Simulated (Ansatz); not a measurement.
# Formation energy and levels of the antisite Li_La in LiLaO2 (P2_1/c)

Wanted: the transition levels of a antisite in LiLaO2 (P2_1/c), from a cell of 64 host atoms with 1 La taken out and 1 Li put in.

Calculated with Ansatz 0.2.0; place-levels on PBEsol runs: charge-transition levels and formation energies with image-charge correction and potential alignment at the atomic sites.

## Step 1: The structure

The cell holds 64 atoms: 17 Li, 15 La and 32 O. Its edges and angles: a = 10.981 Å, b = 9.563 Å, c = 10.981 Å, α = 111.2°, β = 111.8°, γ = 111.1°. It derives from LiLaO2 (space group P2_1/c). Nearest the centre at fractional (0.313, 0.498, 0.614): Li17 at 0.00 Å, O61 at 2.41 Å, O49 at 2.45 Å, O46 at 2.46 Å, O34 at 2.48 Å, O57 at 2.50 Å, O40 at 2.53 Å, O41 at 2.54 Å.

Known beforehand: the electronic dielectric constant, (4.50, 4.58, 4.51), and the static one, principal values (19.87, 20.07, 24.42), from a response run on this crystal (DFPT, PBEsol) at that run's own cell.

The cell's shortest repeat is 9.6 Å.

## Step 2: Charge states

A transition level is the Fermi level at which two charge states cost the same, so each charge needs its own total energy, at its own relaxed structure.

Each atom starts 0.05 Å or so off its site in a random direction. Forces are taken at one point at (¼, ¼, ¼). The cell holds 2 electrons more than the neutral one, with a uniform background that keeps it neutral on the whole.

The sampling was tested on the host first: at the k-points planned (1x1x1 shifted 0.25 0.25 0.25) its energy lies -0.001 eV an atom from the dense-mesh value, under the bound of 0.02 eV set for this test; that bounds the host's error, not the defect's.

One of the inputs; charge, spin and start change from state to state.

File qm2.relax/input.yaml:

```yaml
crystal:
  lattice:
    - [-7.10172383, 6.15869257, 5.67639954]
    - [4.55785073, -6.15869257, 5.72242795]
    - [7.10172383, 6.15869257, -5.67639954]
  atoms:
    - { symbol: Li, position: [0.33570452, 0.3238903, 0.34722589] }
    - { symbol: Li, position: [0.33570452, 0.8238903, 0.84722589] }
[... 2 atom lines left out ...]
    - { symbol: Li, position: [0.02333559, 0.4261097, 0.26181421] }
[... 1 atom line left out ...]
    - { symbol: Li, position: [0.52333559, 0.4261097, 0.76181421] }
[... 1 atom line left out ...]
    - { symbol: Li, position: [0.16429548, 0.1761097, 0.65277411] }
[... 2 atom lines left out ...]
    - { symbol: Li, position: [0.66429548, 0.6761097, 0.65277411] }
[... 2 atom lines left out ...]
    - { symbol: Li, position: [0.97666441, 0.0738903, 0.23818579] }
[... 1 atom line left out ...]
    - { symbol: Li, position: [0.31346854, 0.49787746, 0.61403179] }
[... 4 atom lines left out ...]
    - { symbol: La, position: [0.11615433, 0.75212254, 0.56559107] }
[... 2 atom lines left out ...]
    - { symbol: La, position: [0.18653146, 0.00212254, 0.38596821] }
    - { symbol: La, position: [0.18653146, 0.50212254, 0.88596821] }
[... 3 atom lines left out ...]
    - { symbol: La, position: [0.38384567, 0.74787746, 0.43440893] }
    - { symbol: La, position: [0.88384567, 0.24787746, 0.43440893] }
[... 2 atom lines left out ...]
    - { symbol: O, position: [0.12729314, 0.55250471, 0.66469353] }
[... 5 atom lines left out ...]
    - { symbol: O, position: [0.61218881, 0.69749529, 0.82478842] }
    - { symbol: O, position: [0.37270686, 0.44749529, 0.83530647] }
[... 4 atom lines left out ...]
    - { symbol: O, position: [0.38781119, 0.80250471, 0.67521158] }
[... 2 atom lines left out ...]
    - { symbol: O, position: [0.08328271, 0.18499896, 0.47130777] }
[... 7 atom lines left out ...]
    - { symbol: O, position: [0.41671729, 0.31500104, 0.52869223] }
[... 3 atom lines left out ...]
    - { symbol: O, position: [0.21369119, 0.43499896, 0.35171625] }
[... 2 atom lines left out ...]
    - { symbol: O, position: [0.71369119, 0.93499896, 0.35171625] }
  host:
    repeats: [1, 1, 1]
    atoms:
      - { symbol: Li, position: [0.33570452, 0.3238903, 0.34722589] }
      - { symbol: Li, position: [0.33570452, 0.8238903, 0.84722589] }
      # ... 62 more atoms of the perfect host
total_charge: -2
basis:
  ecutwfc: 420
  xc_grid: 2
hamiltonian:
  xc: pbesol
kpoints:
  mp_grid: { grid: [1, 1, 1], shift: [0.25, 0.25, 0.25] }
scf:
  occupations: { method: fixed }
  max_iter: 100
output:
  forces: true
  charged_corrections:
    epsilon: [4.5, 4.58, 4.51]
    static_epsilon: [[20.94, 0.0, 1.74], [0.0, 19.87, 0.0], [1.74, 0.0, 23.55]]
    defect_position: [0.313469, 0.497877, 0.614032]
relax:
  f_tol: 0.02
  max_steps: 80
  random_displacement: { amplitude: 0.05, seed: 2455 }
checkpoint:
  write: "../qm2.relax.run"
  compress: false
  write_wavefunctions: true
  write_every: 100000
```

Launch:

```bash
$ ansatz run input.yaml --threads 4 --pin off --max-ram 7536MiB --backend cpu --events-out ev --progress --plain --runs-dir out
```

The relaxed structure is kept and the sampling changed to a 2×2×2 shifted mesh.

The run of this state that the levels use, under PBEsol:

File qm2.point/input.yaml:

```yaml
crystal:
  checkpoint: "../qm2.relax.run"
  host: checkpoint
total_charge: -2
basis:
  ecutwfc: 420
  xc_grid: 2
hamiltonian:
  xc: pbesol
kpoints:
  mp_grid: { grid: [2, 2, 2], shift: [0.5, 0.5, 0.5] }
scf:
  occupations: { method: fermi_dirac, width: 0.01 }
  max_iter: 100
output:
  forces: true
  eigenvalues: true
  charged_corrections:
    epsilon: [4.5, 4.58, 4.51]
    static_epsilon: [[20.94, 0.0, 1.74], [0.0, 19.87, 0.0], [1.74, 0.0, 23.55]]
    defect_position: [0.313469, 0.497877, 0.614032]
  eigenstates: { localisation: true }
  populations: true
  band_densities: [{ bands: [v1, v1] }, { bands: [c1, c1] }]
  write_density: true
  write_potential: true
  volumetric_format: npy
checkpoint:
  read: "../qm2.relax.run"
  write: "../qm2.point.run"
  compress: false
  write_wavefunctions: false
  write_every: 100000
```

Relaxations under PBEsol at one point at (¼, ¼, ¼); times on 4 threads of Arm Neoverse V2, shared host:

```
charge  moment (μB)  occupations        outcome  steps  largest displacement against the far atoms (Å)     time
    −2            0        fixed      converged     15                                            0.74    2 min
    −1            1        fixed      converged     12                                            0.83  4.7 min
     0            0        fixed  not converged      -                                               -     44 s
     0            0  fermi-dirac      converged      9                                            0.83     88 s
     0            2        fixed      converged     11                                            0.83  4.7 min
```

Single points under PBEsol at a 2×2×2 shifted mesh; times on 4 threads of Arm Neoverse V2, shared host:

```
charge  moment (μB)  occupations    outcome     time
    −2            0  fermi-dirac  converged     65 s
    −1            1  fermi-dirac  converged  3.7 min
     0            0  fermi-dirac  converged     74 s
     0            2  fermi-dirac  converged  3.7 min
```

Distances (Å) from Li17 to the nearest atoms after relaxation with PBEsol:

```csv
charge,moment (μB),1.,2.,3.,4.,5.,6.
−2,0,O 2.00,O 2.01,O 2.31,Li 2.70,O 2.74,O 2.85
−1,1,O 1.93,O 1.95,O 2.20,Li 2.41,Li 2.73,Li 2.82
0,0,O 1.94,O 1.96,O 2.18,Li 2.40,Li 2.71,Li 2.83
0,2,O 1.94,O 1.96,O 2.19,Li 2.41,Li 2.72,Li 2.82
```

## Step 3: place-levels, PBEsol

A charged cell interacts with its images and the background, and its potential has another zero than the host's. place-levels removes the first by a point-charge model, screened by the static dielectric constant since the ions have relaxed around the charge, and the second by comparing potentials at atoms far from the defect.

The host is a run of the defect-free crystal in the same cutoffs, grids and k-points, so that basis and sampling errors cancel in part in the differences. Its band edges come from a run of the primitive cell that searches the zone for them. Chemical potentials are energies per atom of La (dhcp) and Li (bcc), run with the same functional and cutoff.

File levels.point.yaml:

```yaml
host:
  run: host.point.run
  levels_from: { run: edges.point.run }
states: [qm2.point.run, qm1_M1.point.run, q0.point.run, q0_M2.point.run]
geometry_from:
  qm2.point.run: qm2.relax.run
  qm1_M1.point.run: qm1_M1.relax.run
  q0.point.run: q0.relax_smeared.run
  q0_M2.point.run: q0_M2.relax.run
  host.point.run: host.relax.run
chemical_potentials:
  La:
    energy: -6161.276904
    dataset: "<sha256 of the dataset>"
  Li:
    energy: -202.99658
    dataset: "<sha256 of the dataset>"
epsilon: [4.5, 4.58, 4.51]
static_epsilon:
  - [20.94, 0.0, 1.74]
  - [0.0, 19.87, 0.0]
  - [1.74, 0.0, 23.55]
vertical:
  - { from: qm2.point.run, to: qm2.point_neutral.run }
  - { from: qm1_M1.point.run, to: qm1_M1.point_neutral.run }
```

Launch:

```bash
$ ansatz place-levels levels.point.yaml -- --threads 4 --pin off --max-ram 7536MiB
```

Numbers of over 12 decimals in the logs are rounded to 6 here.

Log:

```text
[... repeated set-up lines and file paths are left out, and long positions are rounded to six places ...]
(0/-1) 0.000 eV above the valence edge (-0.024 eV without the band-filling correction), 3.737 eV under the conduction edge
(-1/-2) 0.128 eV above the valence edge, 3.609 eV under the conduction edge
formation energy of charge 0: +7.616 eV with the Fermi level at the valence edge
formation energy of charge -1: +7.616 eV with the Fermi level at the valence edge
formation energy of charge -2: +7.744 eV with the Fermi level at the valence edge
vertical -2 to 0: no energy, since no alignment is typed
  the change from vertical[0].from (qm2.point.run) to vertical[0].to (qm2.point_neutral.run): by its potential at epsilon [4.5, 4.58, 4.51] it stands at 0.178 0.179 0.886, with an rms radius of about 6.0 Å (3.2 3.5 3.6 Å across the planes of the cell's [...]
vertical -1 to 0: no energy, since no alignment is typed
  the change from vertical[1].from (qm1_M1.point.run) to vertical[1].to (qm1_M1.point_neutral.run): by its potential at epsilon [4.5, 4.58, 4.51] it is spread over the cell along a vector, with an rms radius of about 6.2 Å (3.8 3.5 3.5 Å across the planes of [...]
  edges by pbesol of host.levels_from (edges.point.run), its mesh sampled to repeats of 29.15 Å (the valence edge +0.009 eV and the conduction edge -0.061 eV from those of the host's own run), gap 3.737 eV; the host is sampled to repeats of 23.32 Å
  the defect's cells are sampled to repeats of 23.32 Å, like sampling
  charge 0: +0.000 eV for its dipole among its images, +0.000 omitted
  states[3] (q0_M2.point.run): levels filled in part (TS 0.007 eV): its energy is of no whole electron's
  charge -1: -113902.0767 eV with its correction of +0.637 eV, at epsilon [[20.94, 0, 1.74], [0, 19.87, 0], [1.74, 0, 23.55]], aligned at sites: -0.5333 eV, mean over 31 atomic sites at or beyond 4.78 Å from the defect at [0.3135, 0.4979, 0.6140], with [...]
  states[1] (qm1_M1.point.run): levels filled in part (TS 0.006 eV): its energy is of no whole electron's
  charge -2: -113893.2554 eV with its correction of +1.347 eV, at epsilon [[20.94, 0, 1.74], [0, 19.87, 0], [1.74, 0, 23.55]], aligned at sites: -0.4667 eV, mean over 31 atomic sites at or beyond 4.78 Å from the defect at [0.3135, 0.4979, 0.6140], with [...]
  charge 0: states[2] (q0.point.run) stands 0.006 eV higher, with a moment of 0.00 μB against 2.00
  states[2] (q0.point.run): levels filled in part (TS 0.015 eV): its energy is of no whole electron's
  of states[3] (q0_M2.point.run): a band-filling correction moves a carrier to the host's band edge, which changes its energy by -0.024 eV; its displacements don't fall off away from the defect: farther atoms stand 0.039 Å off the host's places. [...]
  of states[1] (qm1_M1.point.run): it parts from the run at its places by a charge that spreads by about 3.5 Å along one vector (1.3 Å or more is wide), by its potential at epsilon [4.5, 4.58, 4.51], taken for that of held ions (one typed too small widens [...]
  of states[0] (qm2.point.run): it parts from the run at its places by a charge that spreads by about 3.5 Å along one vector (1.3 Å or more is wide), by its potential at epsilon [4.5, 4.58, 4.51], taken for that of held ions (one typed too small widens it), [...]
  of states[2] (q0.point.run): its displacements don't fall off away from the defect: farther atoms stand 0.038 Å off the host's places. [...]
  of vertical[0].from (qm2.point.run): its displacements don't fall off away from the defect: farther atoms stand 0.075 Å off the host's places. [...]
  vertical[0].to (qm2.point_neutral.run): levels filled in part (TS 0.019 eV): its energy is of no whole electron's
  of vertical[0].to (qm2.point_neutral.run): its displacements don't fall off away from the defect: farther atoms stand 0.075 Å off the host's places. [...]
  vertical[1].from (qm1_M1.point.run): levels filled in part (TS 0.006 eV): its energy is of no whole electron's
  of vertical[1].from (qm1_M1.point.run): its displacements don't fall off away from the defect: farther atoms stand 0.04 Å off the host's places. [...]
  vertical[1].to (qm1_M1.point_neutral.run): levels filled in part (TS 0.015 eV): its energy is of no whole electron's
  of vertical[1].to (qm1_M1.point_neutral.run): its displacements don't fall off away from the defect: farther atoms stand 0.04 Å off the host's places. [...]
```

It took 0.34 s on 4 threads of Arm Neoverse V2, shared host.

Levels between the charges placed, in eV above the valence top:

```
        gap (eV)  (0/−1)  (−1/−2)
PBEsol      3.74    0.00     0.13
```

Corrections by state:

```
charge  moment (μB)  image terms and alignment (eV)  band filling (eV)                                  ε used  over the lowest of its charge, as the program ranks them, band filling apart (eV)
     0          2.0                           0.000             -0.024                                       -                                                                              0.000
    −1          1.0                           0.637                  -  principal values (19.87, 20.07, 24.42)                                                                              0.000
    −2          0.0                           1.347                  -  principal values (19.87, 20.07, 24.42)                                                                              0.000
     0          0.0                           0.000                  -                                       -                                                                              0.006
```

The charged structures listed were also run neutral, and place-levels reads from each pair, by the potential or the spins, how wide the charge is by which they differ; that can be the carrier of either run.

```csv
charge,rms radius (Å),spread where it is widest against the cell (Å),wide from (Å),reading
−1,6.2,3.53,1.27,wide
−2,6.0,3.48,1.27,wide
```

The neutral runs of these pairs need not share the spin of the lowest neutral state, and very wide values only mean spread over the cell.

From the program's caveats on the states, each cut to its opening words:

- charge 0 (2 μB): a band-filling correction moves a carrier to the host's band edge, which changes its energy by -0.024 eV
- charge 0 (2 μB): its displacements don't fall off away from the defect: farther atoms stand 0.039 Å off the host's places
- charge 0 (2 μB): its moments are held at its close (magnetization.spin_locking), by a field of 0.019 eV a Bohr magneton, and its energy and levels are of the state that this [...]
- charge −1 (1 μB), −2: it parts from the run at its places by a charge that spreads by about 3.5 Å along one vector (1.3 Å or more is wide), by its potential at epsilon [4.5, 4.58, [...]
- charge −1 (1 μB): its displacements don't fall off away from the defect: farther atoms stand 0.04 Å off the host's places
- charge −1 (1 μB): its moments are held at its close (magnetization.spin_locking), by a field of 0.029 eV a Bohr magneton, and its energy and levels are of the state that this [...]
- charge −2: its displacements don't fall off away from the defect: farther atoms stand 0.075 Å off the host's places
- charge 0: its displacements don't fall off away from the defect: farther atoms stand 0.038 Å off the host's places

Chemical potentials of the elements' reference phases, run alike. Formation energy by charge state (elemental references; gap 3.74 eV):

```csv
charge,at valence top (eV),at conduction bottom (eV),correction included (eV)
0,7.62,7.62,-0.02
−1,7.62,3.88,0.64
−2,7.74,0.27,1.35
```

```csv
Fermi level (eV),lowest formation energy (eV)
0.00,7.62
0.34,7.06
0.68,6.39
1.02,5.71
1.36,5.03
1.70,4.35
2.04,3.66
2.38,2.99
2.72,2.31
3.06,1.63
3.40,0.95
3.74,0.27
```

## Step 4: Summary of results

* gap of the host: 3.74 eV (PBEsol)
* level (0/minus 1): 0.00 eV above the valence top (-0.02 eV above the valence top without the band-filling term)
* level (minus 1/minus 2): 0.13 eV above the valence top
* lowest of the charges placed, just above the valence top (0.02 eV): −1
* lowest of the charges placed, just below the conduction bottom (0.02 eV): −2
* lowest formation energy at mid-gap of the charges run, elemental references: 4.01 eV

Of the charges placed (−2, −1 and 0), the lowest changes at 0.13 eV (−1/−2) above the valence top, in a gap of 3.74 eV. (−1/−2) lies nearer to a band edge than the share of the finite-size correction in it (0.71 eV), and that correction holds for a localised charge alone. (−1/−2) lies 0.13 eV from a band edge, less than the doubt on such levels. Charges above 0 and below −2 were not placed, so these runs say nothing of levels that involve them. States placed: 0 at 2 μB and 0 μB; −1 at 1 μB; −2 at 0 μB. Other spin states or structures, where not listed, weren't placed. The program finds carriers beyond a band edge of the host and adds a band-filling term at charge 0 (-0.02 eV); steps to such a charge show no bound level, and a defect level inside a band would be read the same way. At charge −1 and 0 the atom put in ends up to 0.8 Å from its starting place, so the name tells the start alone and the levels can join different sites. What this leaves open: PBEsol makes the gap too small and tends to spread out bound carriers; where a gas molecule sets a chemical potential or the host's formation energy, its binding is uncorrected; spin–orbit coupling, which can matter with heavy atoms, is left out.

[Logs are printed without paths, hosts, clocks, repeated set-up lines and the standing remarks that a program may print on its own settings, such as how far it seeks lower states.]

[Hosts, paths, dates, database ids (printed as entryN), source tags and the programs' standing remarks are cut or masked in the printed files.]

[Where a table of states has a column of steps, it counts the stored structures, which are thinned; the runs took as many ionic steps or more.]

[A defect's name tells the site on which it was built; relaxed atoms can leave that site.]

[For some hosts the program warned that the k-mesh of the response run may be too coarse for force constants and the static dielectric constant; such warnings are not shown here.]
